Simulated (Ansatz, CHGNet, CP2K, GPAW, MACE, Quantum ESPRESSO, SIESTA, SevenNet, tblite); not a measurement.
# tblite runs on random rock-salt alloy of NbC and TiC (64 atoms)

Wanted: tblite inputs and outputs for random rock-salt alloy of NbC and TiC (64 atoms), checked against a plane-wave reference.

Method: the method is named at each step, in tblite 0.8.0.

## (1) The structure

The cell holds 64 atoms: 28 Ti, 32 C and 4 Nb. Its edges and angles: a = 8.692 Å, b = 8.692 Å, c = 8.692 Å, α = 90.0°, β = 90.0°, γ = 90.0°. It derives from NbC (rock-salt), repeated 2×2×2. Rock-salt NbC, 2 x 2 x 2 conventional cells, 28 of 32 Nb sites given to Ti at random (x = 0.875), lattice by Vegard's rule (a = 4.346 Å); not relaxed, displaced by a Gaussian of 0.02 Å. Then every atom was moved at random, 0.02 Å r.m.s. a Cartesian component.

The yardstick, on the same geometry:

| Property | Result |
| --- | --- |
| method | Kohn-Sham DFT, PBE, PAW, plane waves (Ansatz 0.2.0); cutoff 420 eV, Γ point, fermi-dirac smearing of 0.05 eV; PAW set soft_2 |
| r.m.s. force component | 0.5059 eV/Å |
| longest force | 1.706 eV/Å |
| pressure | 1.357 GPa |
| SCF cycles | 8 |
| time | 4 s on 8 threads of Arm Neoverse V2, shared host |
| CPU time | 27 s |

## (2) IPEA1-xTB

Method: IPEA1-xTB tight binding, diagonalisation.

Contents of run.py:

```python
import numpy as np
from ase.io import read
from tblite.ase import TBLite

atoms = read("structure.xyz")
atoms.calc = TBLite(method="IPEA1-xTB", electronic_temperature=580, accuracy=1.0, max_iterations=250, mixer_damping=0.1, verbosity=1)
energy = atoms.get_potential_energy()
forces = atoms.get_forces()
print(f"energy {energy:.6f} eV")
print("forces (eV/A)")
for i, (a, f) in enumerate(zip(atoms, forces)):
    print(f"{i:4d} {a.symbol:2s} {f[0]:10.5f} {f[1]:10.5f} {f[2]:10.5f}")
stress = -atoms.get_stress(voigt=False) * 160.21766
print("stress (GPa, compression positive)")
for row in stress:
    print(" ".join(f"{x:10.4f}" for x in row))
print("charges (e)")
print(np.array2string(atoms.get_charges(), precision=4, suppress_small=True, max_line_width=110, threshold=100000))
```

Contents of structure.xyz:

```xyz
64
Lattice="8.69160 0.00000 0.00000 0.00000 8.69160 0.00000 0.00000 0.00000 8.69160" Properties=species:S:1:pos:R:3 pbc="T T T"
Ti 8.66987 0.00217 8.68413
C 2.20402 0.07849 8.67891
Ti 8.67648 2.19202 2.17881
C 2.19889 2.19098 2.20019
Ti 2.20002 0.06519 2.13170
C 0.05502 8.68856 2.13952
Ti 2.12284 2.19932 8.63267
C 0.00869 2.21757 8.68969
Ti 0.00904 8.67795 4.36518
C 2.17942 0.00017 4.30547
Ti 8.66848 2.20593 6.53469
C 2.17785 2.20827 6.52991
Ti 2.18811 8.65527 6.51896
C 8.64953 0.06128 6.49932
Nb 2.18837 2.19333 4.28557
C 8.69056 2.08451 4.34615
Ti 8.69030 4.37900 8.65944
C 2.19063 4.33276 8.67265
Nb 8.64049 6.57259 2.14648
C 2.19289 6.49349 2.21949
Ti 2.18681 4.30990 2.14361
C 0.01434 4.39752 2.19698
Ti 2.19028 6.52913 0.01556
C 0.00965 6.54408 0.01226
Ti 0.03876 4.32581 4.31894
C 2.13135 4.34441 4.31347
Ti 0.04728 6.54391 6.45777
C 2.19072 6.49914 6.56746
Ti 2.14091 4.35345 6.51635
C 0.03303 4.34450 6.45699
Ti 2.14709 6.52000 4.33155
C 8.66422 6.52357 4.34085
Ti 4.38117 8.64779 0.02651
C 6.56894 8.66248 0.00087
Ti 4.39977 2.12657 2.13709
C 6.50740 2.14474 2.17777
Ti 6.50558 8.69082 2.13109
C 4.31973 0.02573 2.14204
Nb 6.55573 2.18029 8.68030
C 4.32059 2.12449 8.68586
Ti 4.31747 8.67552 4.29287
C 6.51244 0.02938 4.33050
Nb 4.35301 2.18177 6.51574
C 6.47594 2.19046 6.51913
Ti 6.55660 0.00947 6.50097
C 4.33407 8.67083 6.55268
Ti 6.53869 2.14422 4.36909
C 4.28722 2.22635 4.32564
Ti 4.34919 4.37683 0.02929
C 6.51070 4.35223 8.66101
Ti 4.34050 6.45760 2.17203
C 6.52026 6.54060 2.18828
Ti 6.51948 4.33563 2.16264
C 4.39934 4.32251 2.15378
Ti 6.52896 6.52974 0.03798
C 4.32520 6.48680 8.68882
[... 4 atom lines left out ...]
Ti 6.53269 4.33163 6.59032
C 4.35310 4.36901 6.49584
Ti 6.49984 6.60170 4.36336
C 4.40734 6.52696 4.38335
```

Command:

```
$ OMP_NUM_THREADS=1 python run.py > output.txt
```

Log:

```text
------------------------------------------------------------
  cycle        total energy    energy error   density error
------------------------------------------------------------
      1     -65.09233914888  -6.5366624E+01   1.2058376E+00
      2     -108.5746089338  -4.3482270E+01   7.4429883E-01
      3     -110.1956668231  -1.6210579E+00   6.1780930E-01
      4     -26.64935298078   8.3546314E+01   8.2972164E-01
      5     -110.2772341166  -8.3627881E+01   4.6453308E-01
      6     -107.2647595770   3.0124745E+00   4.2169195E-01
      7     -111.0988144458  -3.8340549E+00   2.6152284E-01
      8     -107.6862904192   3.4125240E+00   2.1573060E-01
      9     -111.5787326302  -3.8924422E+00   1.1664033E-01
     10     -113.0894584612  -1.5107258E+00   4.3642073E-02
     11     -113.2361886034  -1.4673014E-01   2.8978382E-02
     12     -113.3077919630  -7.1603360E-02   1.7567851E-02
     13     -113.2959777929   1.1814170E-02   1.7357010E-02
     14     -113.3212625817  -2.5284789E-02   9.7796349E-03
     15     -113.3213053304  -4.2748643E-05   8.0995486E-03
     16     -113.3241715928  -2.8662624E-03   5.9257705E-03
     17     -113.3233491742   8.2241857E-04   3.8010473E-03
     18     -113.3238359075  -4.8673329E-04   2.6364358E-03
     19     -113.3243536232  -5.1771567E-04   1.5872637E-03
     20     -113.3243506025   3.0206976E-06   1.1608057E-03
     21     -113.3244271399  -7.6537455E-05   5.7546939E-04
     22     -113.3244237992   3.3406901E-06   3.6704834E-04
     23     -113.3244402222  -1.6422936E-05   1.2941140E-04
     24     -113.3244407983  -5.7616261E-07   8.6005125E-05
     25     -113.3244413513  -5.5292055E-07   6.0059271E-05
     26     -113.3244413791  -2.7808824E-08   6.4324986E-05
     27     -113.3244412162   1.6291960E-07   5.8952915E-05
     28     -113.3244414559  -2.3973111E-07   2.4388641E-05
     29     -113.3244414234   3.2497667E-08   2.4657464E-05
     30     -113.3244414728  -4.9463495E-08   1.8527522E-05
------------------------------------------------------------
 total:                                   6.073 sec
energy -3083.715123 eV
forces (eV/A)
   0 Ti    0.82404    0.33501   -0.57458
   1 C     0.08173   -0.34428    0.05677
   2 Ti   -0.16595   -0.02631   -0.19728
   3 C    -0.19812    0.06167   -1.58051
   4 Ti   -0.13513   -0.63010   -0.76292
   5 C    -0.21405    1.47228    0.31385
   6 Ti    0.27025   -0.23322    0.69578
   7 C     1.05225   -0.52076    0.19662
   8 Ti    0.00396    0.35654   -0.29273
   9 C     0.00788   -0.96776    0.50967
  10 Ti    0.64940    0.05174   -0.37528
  11 C    -1.38068   -0.26324    0.88684
  12 Ti   -0.14648   -0.27649   -0.00639
  13 C     0.03406   -0.47148    0.23691
  14 Nb   -0.29600   -0.64227    1.05992
  15 C    -1.21769    0.40864    0.04585
  16 Ti    0.30269    0.44613    0.31251
  17 C    -0.09673    0.32050    0.11926
  18 Nb    0.49796   -0.26849    0.26545
  19 C     1.24706    0.22601    0.46111
  20 Ti   -0.11434    0.07160   -0.53053
  21 C     0.52752   -1.34400   -0.59698
  22 Ti   -0.30218    0.07705   -0.83288
  23 C     0.31439   -0.53919   -1.43949
[...]
56 Ti    0.55154    0.60927   -0.41155
  57 C    -0.33167   -0.09953   -0.60498
  58 Ti   -0.00399   -0.02935    0.07617
  59 C     0.14698    0.08384   -0.00704
  60 Ti    0.46421    1.15128   -0.88332
  61 C    -0.05583    1.03004   -0.04249
  62 Ti   -0.04716   -0.70391    0.29438
  63 C    -0.49511    0.19525   -0.19214
stress (GPa, compression positive)
  -22.4191    -0.0878    -0.8596
   -0.0878   -22.0574    -0.1128
   -0.8596    -0.1128   -22.5185
charges (e)
[ 0.0144 -0.0649 -0.0416 -0.087   0.0138 -0.0715 -0.081  -0.087   0.0156 -0.0672 -0.0414 -0.096   0.0157
 -0.0634  0.6761 -0.0876  0.0158 -0.0621  0.6852 -0.0823  0.0176 -0.072  -0.0044 -0.0844  0.0137 -0.0655
 -0.0532 -0.0743  0.0149 -0.0623 -0.0391 -0.084   0.0145 -0.0697 -0.041  -0.0879  0.0123 -0.0636  0.6674
 -0.0922  0.0117 -0.0607  0.695  -0.0937  0.0144 -0.0682 -0.0848 -0.0936  0.0145 -0.0678 -0.0509 -0.0819
  0.0161 -0.0638 -0.0387 -0.0749  0.0112 -0.0619 -0.0525 -0.0764  0.0092 -0.068  -0.0091 -0.0756]
```

Elapsed: 6.6 s, on 1 thread of Arm Neoverse V2, shared host; peak memory 0.12 GiB.

Banners, paths, timers and routine set-up lines are dropped from the logs unmarked, and long logs keep their key lines alone; longer cuts are marked.

Numbers from this run, and their distance from the reference:

| Item | Value |
| --- | --- |
| r.m.s. force component | 0.5746 eV/Å |
| r.m.s. difference of force components | 364.8 meV/Å |
| longest difference of force vectors | 1203 meV/Å |
| force difference over r.m.s. force | 72.11 % |
| slope of forces against the reference's | 0.8852 |
| correlation of force components | 0.7793 |
| pressure | -22.33 GPa |
| pressure difference | -23.69 GPa |

Length of the force difference by element (eV/Å):

| element | atoms | mean | most |
| --- | --- | --- | --- |
| C | 32 | 0.67 | 1.2 |
| Nb | 4 | 0.51 | 0.75 |
| Ti | 28 | 0.46 | 0.86 |

Local excerpt of 9 atoms (numbers count through the whole input) about Ti47, whose charge lies farthest from its element's mean; x, y, z are measured from there.

| atom | x | y | z | distance (Å) | bonds | Mulliken charge (e) | Fx | Fy | Fz (eV/Å) |
| --- | --- | --- | --- | --- | --- | --- | --- | --- | --- |
| Ti47 | 0.00 | 0.00 | 0.00 | 0.00 | 6 | -0.08 | 0.31 | 0.60 | -0.52 |
| C42 | -0.03 | -2.11 | -0.04 | 2.12 | 6 | -0.06 | -0.15 | -0.20 | -0.06 |
| C44 | -0.06 | 0.05 | 2.15 | 2.15 | 6 | -0.09 | 1.20 | -0.20 | -1.47 |
| C16 | 2.15 | -0.06 | -0.02 | 2.15 | 6 | -0.09 | -1.22 | 0.41 | 0.05 |
| C58 | 0.00 | 2.18 | 0.05 | 2.18 | 6 | -0.06 | -0.33 | -0.10 | -0.60 |
| C36 | -0.03 | 0.00 | -2.19 | 2.19 | 6 | -0.09 | 0.25 | 0.18 | 0.90 |
| C48 | -2.25 | 0.08 | -0.04 | 2.25 | 6 | -0.09 | 1.73 | -0.21 | -0.85 |
| Ti45 | 0.02 | -2.13 | 2.13 | 3.02 | 6 | 0.01 | -0.02 | -0.81 | 0.07 |
| Ti11 | 2.13 | 0.06 | 2.17 | 3.04 | 6 | -0.04 | 0.65 | 0.05 | -0.38 |

Atoms are counted from 1 here, from 0 in the log.

Forces lie 72 % from the reference's, at 0.25 times its CPU time (on 1 against 8 cores).

Further runs of this program without a result: tblite GFN2-xTB (not converged).

## (3) Results

```yaml
force_difference_from_the_reference: tblite IPEA1-xTB, 72 %
its_cpu_time: 6.6 s
```

What this shows: Tight binding differs by 72 % (tblite IPEA1-xTB); it is another model, with fitted parameters of its own, and the xTB methods hold dispersion. IPEA1-xTB was fitted to ionisation energies and electron affinities, not to forces or charges. One electronic-structure run takes under half the reference's CPU time: tblite IPEA1-xTB, at 72 % in 6.6 s against 27 s, too far off to be of use; its pressure misses by -23.7 GPa. Periodic xTB results under one method name differ between programs and library versions. The host structure and its lattice constant were typed by rule, without a check against the phase diagram. The electronic-structure runs sample only Γ, in a cell whose shortest periodic width is 9 Å, which is coarse for a cell with partly filled levels.

[Also dropped from logs without a mark: logging warnings of Python, and SIESTA's first energy breakdown and zero terms.]

[Logs are printed without paths, hosts, clocks, repeated set-up lines and the standing remarks that a program may print on its own settings, such as how far it seeks lower states.]

[Hosts, paths, dates, database ids (printed as entryN), source tags and the programs' standing remarks are cut or masked in the printed files.]
